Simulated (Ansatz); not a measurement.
**What do other settings change for twisted blue phosphorene bilayer, 87.80° (52 atoms)?**

The cell holds 52 atoms: 52 P. Cell: a = 11.826 Å, b = 11.826 Å, c = 17.960 Å, α = 90.0°, β = 90.0°, γ = 120.0°. It derives from P (blue phosphorene). Blue phosphorene (a = 3.28 Å) under blue phosphorene (a = 3.28 Å), bilayer, commensurate cell of 13 unit cells a layer, twist 87.80 deg; facing planes 3.48 Å apart; 12 Å of vacuum; layers as built, displaced by a Gaussian of 0.01 Å. Regions: layer 1, 26 atoms (26 P); layer 2, 26 atoms (26 P). Vacuum lies along c.

Geometry: as built.

Reference run: Kohn-Sham DFT, PBE+D3(BJ), PAW (set soft_2), plane waves (Ansatz 0.2.0), cutoff 420 eV, Γ point, gaussian smearing of 0.025 eV.

| Quantity | Value |
| --- | --- |
| r.m.s. force component | 0.1373 eV/Å |
| gap (highest filled to lowest empty level) | 2.013 eV |
| SCF cycles | 9 |
| time | 13 s on 4 threads of Arm Neoverse V2, shared host |

**Question.** The same geometry is run again with each of these changes. How far do the results move, and how long does each run take?
- support functions medium
- support functions low
- support functions high
- support functions medium, spacing 0.427 Å
- support functions medium, spacing 0.356 Å
- support functions medium, spacing 0.308 Å
- support functions medium, spacing 0.273 Å
- support functions medium, spacing 0.214 Å
- support functions medium, spacing 0.19 Å

Differences are against the plane-wave reference (Kohn-Sham DFT, PBE+D3(BJ), PAW (set soft_2), plane waves), whose r.m.s. force component is 0.137 eV/Å. Energies are set beside the reference only for runs with its functional, potentials and electron count. Times are for 4 threads of Arm Neoverse V2, shared host. The reference's time includes the DOS, ELF and grids, which some other runs skip.

| run | Δ force, r.m.s. (meV/Å) | share of r.m.s. force (%) | Δ energy (meV/atom) | Δ gap (eV) | cycles | time | host memory (GiB) |
| --- | --- | --- | --- | --- | --- | --- | --- |
| reference | - | - | - | - | 9 | 13 s | 1.6 |
| support functions medium | 0.13 | 0.0946 | -0.466 | 0 | 12 | 62 s | 3.1 |
| support functions low | 0.182 | 0.133 | -0.466 | 1.0e-4 | 11 | 62 s | 3.1 |
| support functions high | 0.21 | 0.153 | -0.499 | 0 | 16 | 4 min | 6.3 |
| support functions medium, spacing 0.427 Å | 26.9 | 19.6 | -28.5 | -3.0e-4 | 13 | 25 s | 1.6 |
| support functions medium, spacing 0.356 Å | 5.21 | 3.80 | 3.35 | -8.0e-4 | 12 | 34 s | 1.8 |
| support functions medium, spacing 0.308 Å | 1.66 | 1.21 | 0.571 | -4.0e-4 | 12 | 53 s | 2.4 |
| support functions medium, spacing 0.273 Å | 0.534 | 0.389 | -0.278 | 0 | 12 | 59 s | 2.6 |
| support functions medium, spacing 0.214 Å | 0.128 | 0.0932 | -0.499 | -1.0e-4 | 13 | 74 s | 3.6 |
| support functions medium, spacing 0.19 Å | 0.143 | 0.104 | -0.499 | -1.0e-4 | 12 | 1.7 min | 4.9 |

Among numerical settings the force difference runs from 0.13 meV/Å (support functions medium, spacing 0.214 Å) to 27 meV/Å (support functions medium, spacing 0.427 Å). At 52 atoms the fastest of the runs at a preset level, support functions medium, takes roughly 4.7 times the time of plane waves (whose run also made extra analyses, so the like-for-like ratio is larger), in 12 SCF cycles against 9. Differences between support functions and plane waves include what basis error the plane-wave run still has. As the typed spacing goes from 0.19 to 0.427 Å, the force difference goes from 0.14 to 27 meV/Å (not steadily; the least is 0.13 at 0.214 Å), and the time from 1.7 min to 25 s. 

[Hosts, paths, dates, database ids (printed as entryN), source tags and the programs' standing remarks are cut or masked in the printed files.]
